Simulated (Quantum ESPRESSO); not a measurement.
# Work function of Al(100) against the slab's thickness (PBEsol, Quantum ESPRESSO)

How thick must a slab of Al(100) be for a steady work function?

All values are computed: Quantum ESPRESSO 7.5, PBEsol, plane waves, scalar-relativistic unless marked; slabs or sheets with vacuum, the vacuum level from the planar mean of the electrostatic potential. 1×1 cells on a fixed bulk lattice, outer layers relaxed.

```
layers  thickness (Å)  work function (eV)
     4            6.1                4.30
     5            8.2                4.35
     6           10.1                4.32
     7           12.2                4.31
     8              ?                   ?
    10           18.4                4.36
```

**Fit.** The shown values lie within 0.03 eV of their mean, 4.33 eV, with no steady drift. The mean serves as the estimate. Confinement across the slab splits the bands into subbands, and the work function moves a little each time one crosses the Fermi level.

**The withheld row.** The prediction is the mean = 4.33 eV. The run gave thickness 14.2 Å, work function 4.32 eV. The miss in work function is -0.01 eV, within the scatter of the fitted rows.

The k-mesh adds scatter of its own.

[Logs are printed without paths, hosts, clocks, repeated set-up lines and the standing remarks that a program may print on its own settings, such as how far it seeks lower states.]
